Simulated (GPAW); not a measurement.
## Al K-edge XANES of Al2Ru (I4/mmm)

How does the Al K edge of Al2Ru (I4/mmm) move when the bonds are compressed or stretched?

Program: GPAW 26.7.0. Level of theory: X-ray absorption from dipole matrix elements to empty bands, plane-wave PAW LDA. Results are calculated unless marked as measured.

Report form: the programs' logs are mostly left out.

### 1. Set-up

The structure is tetragonal, space group I4/mmm (No. 139). Conventional cell: a = 3.121 Å, b = 3.121 Å, c = 8.444 Å, α = 90.00°, β = 90.00°, γ = 90.00°. Nearest to Ru lie 10 Al at 2.58 to 2.88 Å. Nearest to Al lie 5 Ru at 2.58 to 2.88 Å and 5 Al at 2.69 Å. Farther neighbours are not listed.

Coordinates:

```
Ru Al
1.0
    -1.56042    1.56042    4.22181
     1.56042   -1.56042    4.22181
     1.56042    1.56042   -4.22181
Ru Al
1 2
Direct
  0.00000 0.00000 0.00000
  0.34080 0.34080 0.00000
  0.65920 0.65920 0.00000
```

### 2. Ground state of the crystal

A plain self-consistent run shows whether there is a gap, which decides the set-up of the core-hole run.

Input file scf.py:

```python
import numpy as np
from ase import Atoms
from ase.parallel import parprint, paropen
from gpaw import GPAW, PW, FermiDirac, Mixer, MixerDif, setup_paths
from gpaw.test import gen
setup_paths.insert(0, '.')
gen('Al', name='nch1s', xcname='LDA', corehole=(1, 0, 0), write_xml=True)
from gpaw.mpi import world
world.barrier()

atoms = Atoms('RuAl2',
    cell=[[-1.56042162, 1.56042162, 4.22180559],
     [1.56042162, -1.56042162, 4.22180559],
     [1.56042162, 1.56042162, -4.22180559]],
    scaled_positions=[[0, 0, 0],
     [0.34079781, 0.34079781, 0],
     [0.65920219, 0.65920219, 0]],
    pbc=True)
atoms.calc = calc = GPAW(legacy_gpaw=True, mode=PW(430), xc='LDA', setups={1: 'nch1s'},
    kpts={'size': (11, 11, 11), 'gamma': True}, occupations=FermiDirac(0.05),
    charge=0, mixer=Mixer(0.1, 5, 50), maxiter=150,
    convergence={'density': 0.0001}, txt='scf.txt')
energy = atoms.get_potential_energy() + calc.get_reference_energy()
ef = calc.get_fermi_level()
out = dict(energy=energy, fermi=ef, forces=atoms.get_forces().tolist())
parprint(f'all-electron energy {energy:.4f} eV, Fermi level {ef:.4f} eV')
ev = np.array([[calc.get_eigenvalues(k, s) for k in range(len(calc.get_ibz_k_points()))] for s in range(calc.get_number_of_spins())])
out['homo'], out['lumo'], out['counts'] = ev[ev < ef].max(), ev[ev > ef].min(), sorted(set((ev < ef).sum((0, 2)).tolist()))
out['filled'] = (ev[:, 0] < ef).sum(1).tolist()
import json
with paropen('out.json', 'w') as f:
    json.dump(out, f)
```

Command:

```sh
> OMP_NUM_THREADS=1 mpirun -n 2 gpaw python scf.py
```

Elapsed: 33 s, on 2 MPI ranks of Arm Neoverse V1, shared host; peak memory 0.21 GiB; 66 s of CPU time.

The mesh shows no gap, so the system is treated as a metal and the core electron is put at the Fermi level (neutral cell).

### 3. Reference energy of the supercell

The photon energy needs a difference of total energies, so the cell and mesh of the coming hole run are first run without a hole.

scf.py: that of step 2 with these lines changed.

```diff
@@ -10,12 +10,24 @@
 
-atoms = Atoms('RuAl2',
-    cell=[[-1.56042162, 1.56042162, 4.22180559],
-     [1.56042162, -1.56042162, 4.22180559],
-     [1.56042162, 1.56042162, -4.22180559]],
+atoms = Atoms('Ru5Al10',
+    cell=[[1.56042162, 4.68126486, -4.22180559],
+     [4.68126486, -1.56042162, -4.22180559],
+     [-1.56042162, -4.68126486, -4.22180559]],
     scaled_positions=[[0, 0, 0],
-     [0.34079781, 0.34079781, 0],
-     [0.65920219, 0.65920219, 0]],
+     [0.2, 0.4, 0.4],
+     [0.6, 0.2, 0.2],
+     [0.4, 0.8, 0.8],
+     [0.8, 0.6, 0.6],
+     [0.65920219, 0, 0.65920219],
+     [0.85920219, 0.4, 0.05920219],
+     [0.25920219, 0.2, 0.85920219],
+     [0.05920219, 0.8, 0.45920219],
+     [0.45920219, 0.6, 0.25920219],
+     [0.34079781, 0, 0.34079781],
+     [0.54079781, 0.4, 0.74079781],
+     [0.94079781, 0.2, 0.54079781],
+     [0.74079781, 0.8, 0.14079781],
+     [0.14079781, 0.6, 0.94079781]],
     pbc=True)
-atoms.calc = calc = GPAW(legacy_gpaw=True, mode=PW(430), xc='LDA', setups={1: 'nch1s'},
-    kpts={'size': (11, 11, 11), 'gamma': True}, occupations=FermiDirac(0.05),
+atoms.calc = calc = GPAW(legacy_gpaw=True, mode=PW(430), xc='LDA', setups={5: 'nch1s'},
+    kpts={'size': (4, 4, 4), 'gamma': True}, occupations=FermiDirac(0.1),
     charge=0, mixer=Mixer(0.1, 5, 50), maxiter=150,
```

Wall time 67 s (2 MPI ranks); peak memory 0.33 GiB; 2.2 min of CPU time.

Reference energy: -681507.484 eV with the cores included.

### 4. Spectrum with XCH, Al atom 2

The holes are 6.5 Å apart. In GPAW the data set carries the hole's charge, so charge=0 means a charged cell and charge=-1 a neutral one. The excited electron is kept in the cell, where it fills the lowest empty states and screens the hole. After the field has converged, empty bands are computed with the density fixed and the dipole matrix elements are summed.

The absorber has 4 Ru at 2.58 Å, 5 Al at 2.69 Å, 1 Ru at 2.88 Å and 4 Al at 3.12 Å (14-fold, site symmetry 4mm).

Input file xas.py:

```python
import numpy as np
from ase import Atoms
from ase.parallel import parprint, paropen
from gpaw import GPAW, PW, FermiDirac, Mixer, MixerDif, setup_paths
from gpaw.test import gen
setup_paths.insert(0, '.')
gen('Al', name='fch1s', xcname='LDA', corehole=(1, 0, 1), write_xml=True)
from gpaw.mpi import world
world.barrier()

atoms = Atoms('Ru5Al10',
    cell=[[1.56042162, 4.68126486, -4.22180559],
     [4.68126486, -1.56042162, -4.22180559],
     [-1.56042162, -4.68126486, -4.22180559]],
    scaled_positions=[[0, 0, 0],
     [0.2, 0.4, 0.4],
     [0.6, 0.2, 0.2],
     [0.4, 0.8, 0.8],
     [0.8, 0.6, 0.6],
     [0.65920219, 0, 0.65920219],
     [0.85920219, 0.4, 0.05920219],
     [0.25920219, 0.2, 0.85920219],
     [0.05920219, 0.8, 0.45920219],
     [0.45920219, 0.6, 0.25920219],
     [0.34079781, 0, 0.34079781],
     [0.54079781, 0.4, 0.74079781],
     [0.94079781, 0.2, 0.54079781],
     [0.74079781, 0.8, 0.14079781],
     [0.14079781, 0.6, 0.94079781]],
    pbc=True)
atoms.calc = calc = GPAW(legacy_gpaw=True, mode=PW(430), xc='LDA', setups={5: 'fch1s'},
    kpts={'size': (4, 4, 4), 'gamma': True}, occupations=FermiDirac(0.1),
    charge=-1, mixer=Mixer(0.1, 5, 50), maxiter=150,
    convergence={'density': 0.0001}, txt='scf.txt')
energy = atoms.get_potential_energy() + calc.get_reference_energy()
ef = calc.get_fermi_level()
out = dict(energy=energy, fermi=ef, forces=atoms.get_forces().tolist())
parprint(f'all-electron energy {energy:.4f} eV, Fermi level {ef:.4f} eV')
ev = np.array([[calc.get_eigenvalues(k, s) for k in range(len(calc.get_ibz_k_points()))] for s in range(calc.get_number_of_spins())])
out['homo'], out['lumo'], out['counts'] = ev[ev < ef].max(), ev[ev > ef].min(), sorted(set((ev < ef).sum((0, 2)).tolist()))
out['filled'] = (ev[:, 0] < ef).sum(1).tolist()

from ase.units import Ha
from gpaw.xas import dipole_matrix_elements
nb = int(calc.get_number_of_electrons() / 2) + 150
top, nb = nb, nb + 8 + nb // 12
nscf = calc.fixed_density(kpts={'size': (4, 4, 4), 'gamma': True}, nbands=nb,
    convergence={'bands': top, 'eigenstates': 1e-5}, maxiter=60, txt='nscf.txt')
cell = atoms.cell.array
ops = [cell.T @ U.T @ np.linalg.inv(cell.T) for U in nscf.wfs.kd.symmetry.op_scc]
E = np.arange(-6, 34, 0.1)
fwhm = np.interp(E, [4, 25], [0.9, 3.5])
Y, X, zero, highest = 0, 0, 1e9, 1e9
for spin in range(nscf.get_number_of_spins()):
    wfs = nscf.wfs
    A = dipole_matrix_elements(wfs.setups[5])
    eps = np.zeros((wfs.kd.nibzkpts, nb))
    d = np.zeros((3, A.shape[1], wfs.kd.nibzkpts, nb), complex)
    for kpt in wfs.kpt_u:
        if kpt.s == spin and 5 in kpt.P_ani:
            eps[kpt.k] = kpt.eps_n * Ha
            d[:, :, kpt.k] = (kpt.weight * wfs.nspins / 2) ** 0.5 * np.inner(A, kpt.P_ani[5])
    world.sum(eps)
    world.sum(d)
    T = np.einsum('amkn,bmkn->abkn', d, d.conj()).real
    T = sum(np.einsum('ai,ijkn,bj->abkn', R, T, R) for R in ops) / len(ops)
    empty = eps > ef
    zero, highest = min(zero, eps[empty].min()), min(highest, eps[:, top - 1].min())
    lines = [(eps, T, empty)] if spin == 0 else lines + [(eps, T, empty)]
for eps, T, empty in lines:
    f = np.einsum('aakn->akn', T).reshape(3, -1)
    x = eps.ravel() - zero
    w = np.interp(x, E, fwhm) / 2.35482
    g = np.exp(-0.5 * ((E[:, None] - x) / w) ** 2) / (w * (2 * np.pi) ** 0.5)
    Y = Y + (f * empty.ravel()) @ g.T
    X = X + (f * ~empty.ravel()) @ g.T
out.update(E=E.round(2).tolist(), xas=Y.tolist(), xes=X.tolist(), zero=zero, valid=highest - zero, nk=len(eps), nb=nb)
for i in range(0, len(E), 10):
    parprint(f'{E[i]:7.2f}', *(f'{v:10.3e}' for v in Y[:, i]))
import json
with paropen('out.json', 'w') as f:
    json.dump(out, f)
```

Command:

```sh
> OMP_NUM_THREADS=1 mpirun -n 2 gpaw python xas.py
```

Elapsed: 4.5 min, on 2 MPI ranks; peak memory 0.51 GiB; 9 min of CPU time.

The Al K spectrum, Al atom 2, excited-electron core hole (neutral cell) (energy from the lowest empty level; intensity scaled to a mean of 1 over the first 20 eV; polarised curves are means over the symmetry-equivalent atoms):

| E (eV) | isotropic | ε ⊥ c | ε ∥ c |
| --- | --- | --- | --- |
| -2.0 | 0.00 | 0.00 | 0.00 |
| -1.5 | 0.00 | 0.00 | 0.00 |
| -1.0 | 0.00 | 0.00 | 0.00 |
| -0.5 | 0.05 | 0.07 | 0.01 |
| 0.0 | 0.26 | 0.35 | 0.10 |
| 0.5 | 0.46 | 0.57 | 0.23 |
| 1.0 | 0.54 | 0.62 | 0.39 |
| 1.5 | 0.63 | 0.66 | 0.56 |
| 2.0 | 0.88 | 0.99 | 0.66 |
| 2.5 | 1.28 | 1.48 | 0.86 |
| 3.0 | 1.34 | 1.46 | 1.09 |
| 3.5 | 1.20 | 1.18 | 1.23 |
| 4.0 | 1.17 | 1.08 | 1.36 |
| 4.5 | 1.29 | 1.21 | 1.44 |
| 5.0 | 1.39 | 1.36 | 1.47 |
| 5.5 | 1.33 | 1.30 | 1.40 |
| 6.0 | 1.16 | 1.08 | 1.31 |
| 6.5 | 1.06 | 1.01 | 1.15 |
| 7.0 | 1.03 | 1.02 | 1.06 |
| 7.5 | 1.18 | 1.14 | 1.28 |
| 8.0 | 1.46 | 1.33 | 1.72 |
| 8.5 | 1.56 | 1.38 | 1.91 |
| 9.0 | 1.41 | 1.28 | 1.65 |
| 9.5 | 1.21 | 1.19 | 1.26 |
| 10.0 | 1.11 | 1.17 | 0.97 |
| 10.5 | 1.08 | 1.19 | 0.86 |
| 11.0 | 1.08 | 1.19 | 0.86 |
| 11.5 | 1.07 | 1.16 | 0.89 |
| 12.0 | 1.03 | 1.09 | 0.90 |
| 12.5 | 0.98 | 1.02 | 0.90 |
| 13.0 | 0.93 | 0.95 | 0.88 |
| 13.5 | 0.90 | 0.91 | 0.88 |
| 14.0 | 0.90 | 0.90 | 0.89 |
| 14.5 | 0.90 | 0.91 | 0.89 |
| 15.0 | 0.89 | 0.90 | 0.88 |
| 15.5 | 0.87 | 0.87 | 0.85 |
| 16.0 | 0.83 | 0.83 | 0.83 |
| 16.5 | 0.79 | 0.77 | 0.85 |
| 17.0 | 0.77 | 0.71 | 0.88 |
| 17.5 | 0.76 | 0.67 | 0.94 |
| 18.0 | 0.76 | 0.65 | 0.98 |
| 18.5 | 0.75 | 0.64 | 0.99 |
| 19.0 | 0.74 | 0.63 | 0.94 |
| 19.5 | 0.71 | 0.63 | 0.87 |
| 20.0 | 0.68 | 0.62 | 0.80 |
| 20.5 | 0.66 | 0.61 | 0.76 |
| 21.0 | 0.66 | 0.61 | 0.76 |
| 21.5 | 0.66 | 0.61 | 0.77 |
| 22.0 | 0.67 | 0.62 | 0.78 |
| 22.5 | 0.68 | 0.64 | 0.77 |
| 23.0 | 0.70 | 0.67 | 0.75 |
| 23.5 | 0.71 | 0.70 | 0.71 |
| 24.0 | 0.72 | 0.74 | 0.67 |
| 24.5 | 0.73 | 0.78 | 0.61 |
| 25.0 | 0.73 | 0.81 | 0.57 |
| 25.5 | 0.72 | 0.82 | 0.53 |
| 26.0 | 0.72 | 0.82 | 0.50 |
| 26.5 | 0.71 | 0.81 | 0.49 |
| 27.0 | 0.70 | 0.80 | 0.49 |
| 27.5 | 0.69 | 0.78 | 0.50 |
| 28.0 | 0.68 | 0.76 | 0.52 |
| 28.5 | 0.68 | 0.75 | 0.54 |
| 29.0 | 0.69 | 0.74 | 0.57 |
| 29.5 | 0.70 | 0.74 | 0.61 |
| 30.0 | 0.72 | 0.76 | 0.65 |
| 30.5 | 0.76 | 0.78 | 0.70 |
| 31.0 | 0.80 | 0.82 | 0.75 |
| 31.5 | 0.84 | 0.86 | 0.80 |
| 32.0 | 0.88 | 0.90 | 0.85 |

Main maxima below 24 eV (height): 2.8 eV (1.37), 5.1 eV (1.40) and 8.4 eV (1.56). A K edge sees empty p states on the absorber.

The total-energy difference is 1563.37 eV. One term is added: -13.88 eV, since the hole is spin-paired here and a spin-polarised one costs that much less in the free atom (computed apart). The photon energy is then 1549.49 eV. The tabulated edge of the element is 1559 eV. The functional leaves an error in such absolute values: in the free atom LDA prices this hole 7.2 eV below PBE (computed apart), and PBE is itself good to a few eV.

### 5. Supercell without a hole, the energy reference

The cell changes for the next run, so it gets a reference energy of its own.

The cell differs from the one that the last finished run ended in (a 6.494 → 6.361 Å, b 6.494 → 6.361 Å, c 6.494 → 6.361 Å).

scf.py: that of step 3 with these lines changed.

```diff
@@ -11,5 +11,5 @@
 atoms = Atoms('Ru5Al10',
-    cell=[[1.56042162, 4.68126486, -4.22180559],
-     [4.68126486, -1.56042162, -4.22180559],
-     [-1.56042162, -4.68126486, -4.22180559]],
+    cell=[[1.52856734, 4.58570203, -4.13562211],
+     [4.58570203, -1.52856734, -4.13562211],
+     [-1.52856734, -4.58570203, -4.13562211]],
     scaled_positions=[[0, 0, 0],
```

Command:

```sh
> OMP_NUM_THREADS=1 mpirun -n 2 gpaw python scf.py
```

Elapsed: 65 s, on 2 MPI ranks; peak memory 0.32 GiB; 2.2 min of CPU time.

Reference energy: -681507.333 eV with the cores included.

### 6. Spectrum with XCH, Al atom 2

Shorter bonds are expected to push antibonding states and scattering resonances up, and longer ones down; the cell is scaled to test that.

Changed against the first core-hole run: volume scale from 1 to 0.94.

xas.py: that of step 4 with these lines changed.

```diff
@@ -11,5 +11,5 @@
 atoms = Atoms('Ru5Al10',
-    cell=[[1.56042162, 4.68126486, -4.22180559],
-     [4.68126486, -1.56042162, -4.22180559],
-     [-1.56042162, -4.68126486, -4.22180559]],
+    cell=[[1.52856734, 4.58570203, -4.13562211],
+     [4.58570203, -1.52856734, -4.13562211],
+     [-1.52856734, -4.58570203, -4.13562211]],
     scaled_positions=[[0, 0, 0],
@@ -44,3 +44,3 @@
 from gpaw.xas import dipole_matrix_elements
-nb = int(calc.get_number_of_electrons() / 2) + 150
+nb = int(calc.get_number_of_electrons() / 2) + 143
 top, nb = nb, nb + 8 + nb // 12
```

Command:

```sh
> OMP_NUM_THREADS=1 mpirun -n 2 gpaw python xas.py
```

Wall time 4.1 min (2 MPI ranks); peak memory 0.5 GiB; 8.2 min of CPU time.

| E (eV) | first run | this run |
| --- | --- | --- |
| -2.0 | 0.00 | 0.00 |
| -1.0 | 0.00 | 0.00 |
| 0.0 | 0.26 | 0.24 |
| 1.0 | 0.54 | 0.51 |
| 2.0 | 0.88 | 0.78 |
| 3.0 | 1.34 | 1.30 |
| 4.0 | 1.17 | 1.12 |
| 5.0 | 1.39 | 1.29 |
| 6.0 | 1.16 | 1.23 |
| 7.0 | 1.03 | 1.02 |
| 8.0 | 1.46 | 1.22 |
| 9.0 | 1.41 | 1.51 |
| 10.0 | 1.11 | 1.19 |
| 11.0 | 1.08 | 1.08 |
| 12.0 | 1.03 | 1.09 |
| 13.0 | 0.93 | 1.00 |
| 14.0 | 0.90 | 0.90 |
| 15.0 | 0.89 | 0.91 |
| 16.0 | 0.83 | 0.89 |
| 17.0 | 0.77 | 0.82 |
| 18.0 | 0.76 | 0.78 |
| 19.0 | 0.74 | 0.77 |
| 20.0 | 0.68 | 0.73 |
| 21.0 | 0.66 | 0.67 |
| 22.0 | 0.67 | 0.65 |
| 23.0 | 0.70 | 0.66 |
| 24.0 | 0.72 | 0.69 |
| 25.0 | 0.73 | 0.72 |
| 26.0 | 0.72 | 0.74 |
| 27.0 | 0.70 | 0.73 |
| 28.0 | 0.68 | 0.70 |
| 29.0 | 0.69 | 0.67 |
| 30.0 | 0.72 | 0.67 |
| 31.0 | 0.80 | 0.70 |
| 32.0 | 0.88 | 0.77 |

Against the first run the r.m.s. difference is 7 %. The highest intensity below 16 eV goes from 8.4 eV (1.56) to 8.8 eV (1.53).

The photon energy of the zero moves by -0.12 eV.

### 7. Supercell without a hole, the energy reference

The cell and mesh change for the next run, so it gets a reference energy of its own.

The cell differs from the one that the last finished run ended in (a 6.361 → 6.558 Å, b 6.361 → 6.558 Å, c 6.361 → 6.558 Å).

scf.py: that of step 5 with these lines changed.

```diff
@@ -11,5 +11,5 @@
 atoms = Atoms('Ru5Al10',
-    cell=[[1.52856734, 4.58570203, -4.13562211],
-     [4.58570203, -1.52856734, -4.13562211],
-     [-1.52856734, -4.58570203, -4.13562211]],
+    cell=[[1.57587234, 4.72761703, -4.26360836],
+     [4.72761703, -1.57587234, -4.26360836],
+     [-1.57587234, -4.72761703, -4.26360836]],
     scaled_positions=[[0, 0, 0],
@@ -31,3 +31,3 @@
 atoms.calc = calc = GPAW(legacy_gpaw=True, mode=PW(430), xc='LDA', setups={5: 'nch1s'},
-    kpts={'size': (4, 4, 4), 'gamma': True}, occupations=FermiDirac(0.1),
+    kpts={'size': (3, 3, 3), 'gamma': True}, occupations=FermiDirac(0.1),
     charge=0, mixer=Mixer(0.1, 5, 50), maxiter=150,
```

Command:

```sh
> OMP_NUM_THREADS=1 mpirun -n 2 gpaw python scf.py
```

Wall time 30 s (2 MPI ranks); peak memory 0.29 GiB; 59 s of CPU time.

Reference energy: -681507.226 eV with the cores included.

### 8. Spectrum with XCH, Al atom 2

Changed against the first core-hole run: volume scale from 1 to 1.03; the field's mesh follows (4×4×4 to 3×3×3).

xas.py: that of step 6 with these lines changed.

```diff
@@ -11,5 +11,5 @@
 atoms = Atoms('Ru5Al10',
-    cell=[[1.52856734, 4.58570203, -4.13562211],
-     [4.58570203, -1.52856734, -4.13562211],
-     [-1.52856734, -4.58570203, -4.13562211]],
+    cell=[[1.57587234, 4.72761703, -4.26360836],
+     [4.72761703, -1.57587234, -4.26360836],
+     [-1.57587234, -4.72761703, -4.26360836]],
     scaled_positions=[[0, 0, 0],
@@ -31,3 +31,3 @@
 atoms.calc = calc = GPAW(legacy_gpaw=True, mode=PW(430), xc='LDA', setups={5: 'fch1s'},
-    kpts={'size': (4, 4, 4), 'gamma': True}, occupations=FermiDirac(0.1),
+    kpts={'size': (3, 3, 3), 'gamma': True}, occupations=FermiDirac(0.1),
     charge=-1, mixer=Mixer(0.1, 5, 50), maxiter=150,
@@ -44,3 +44,3 @@
 from gpaw.xas import dipole_matrix_elements
-nb = int(calc.get_number_of_electrons() / 2) + 143
+nb = int(calc.get_number_of_electrons() / 2) + 154
 top, nb = nb, nb + 8 + nb // 12
```

Command:

```sh
> OMP_NUM_THREADS=1 mpirun -n 2 gpaw python xas.py
```

The job ended after 4 min (2 MPI ranks; peak memory 0.49 GiB).

| E (eV) | first run | this run |
| --- | --- | --- |
| -2.0 | 0.00 | 0.00 |
| -1.0 | 0.00 | 0.00 |
| 0.0 | 0.26 | 0.27 |
| 1.0 | 0.54 | 0.56 |
| 2.0 | 0.88 | 0.94 |
| 3.0 | 1.34 | 1.36 |
| 4.0 | 1.17 | 1.21 |
| 5.0 | 1.39 | 1.43 |
| 6.0 | 1.16 | 1.13 |
| 7.0 | 1.03 | 1.07 |
| 8.0 | 1.46 | 1.54 |
| 9.0 | 1.41 | 1.32 |
| 10.0 | 1.11 | 1.09 |
| 11.0 | 1.08 | 1.07 |
| 12.0 | 1.03 | 1.00 |
| 13.0 | 0.93 | 0.91 |
| 14.0 | 0.90 | 0.90 |
| 15.0 | 0.89 | 0.87 |
| 16.0 | 0.83 | 0.80 |
| 17.0 | 0.77 | 0.75 |
| 18.0 | 0.76 | 0.75 |
| 19.0 | 0.74 | 0.72 |
| 20.0 | 0.68 | 0.67 |
| 21.0 | 0.66 | 0.67 |
| 22.0 | 0.67 | 0.69 |
| 23.0 | 0.70 | 0.71 |
| 24.0 | 0.72 | 0.72 |
| 25.0 | 0.73 | 0.72 |
| 26.0 | 0.72 | 0.70 |
| 27.0 | 0.70 | 0.69 |
| 28.0 | 0.68 | 0.69 |
| 29.0 | 0.69 | 0.71 |
| 30.0 | 0.72 | 0.77 |
| 31.0 | 0.80 | 0.85 |
| 32.0 | 0.88 | 0.91 |

Against the first run the r.m.s. difference is 4 %. The highest intensity below 16 eV goes from 8.4 eV (1.56) to 8.2 eV (1.58).

The photon energy of the zero moves by +0.04 eV.

### 9. Reference energy of the supercell

The cell differs from the one that the last finished run ended in (a 6.558 → 6.621 Å, b 6.558 → 6.621 Å, c 6.558 → 6.621 Å).

scf.py: that of step 7 with these lines changed.

```diff
@@ -11,5 +11,5 @@
 atoms = Atoms('Ru5Al10',
-    cell=[[1.57587234, 4.72761703, -4.26360836],
-     [4.72761703, -1.57587234, -4.26360836],
-     [-1.57587234, -4.72761703, -4.26360836]],
+    cell=[[1.59102589, 4.77307768, -4.30460711],
+     [4.77307768, -1.59102589, -4.30460711],
+     [-1.59102589, -4.77307768, -4.30460711]],
     scaled_positions=[[0, 0, 0],
```

Command:

```sh
> OMP_NUM_THREADS=1 mpirun -n 2 gpaw python scf.py
```

Wall time 30 s (2 MPI ranks); peak memory 0.29 GiB; 61 s of CPU time.

Reference energy: -681506.811 eV with the cores included.

[end of part 1 of 2]

[Logs are printed without paths, hosts, clocks, repeated set-up lines and the standing remarks that a program may print on its own settings, such as how far it seeks lower states.]

[Hosts, paths, dates, database ids (printed as entryN), source tags and the programs' standing remarks are cut or masked in the printed files.]

[Lists of maxima count a maximum above −3 eV only where it reaches 4 % of the highest in the window and stands out from its surroundings by 2 % of it (1.5 % where it reaches 55 %); shoulders and weaker maxima are passed over, and of the rest the first, up to two pre-edge ones and the few strongest are named.]
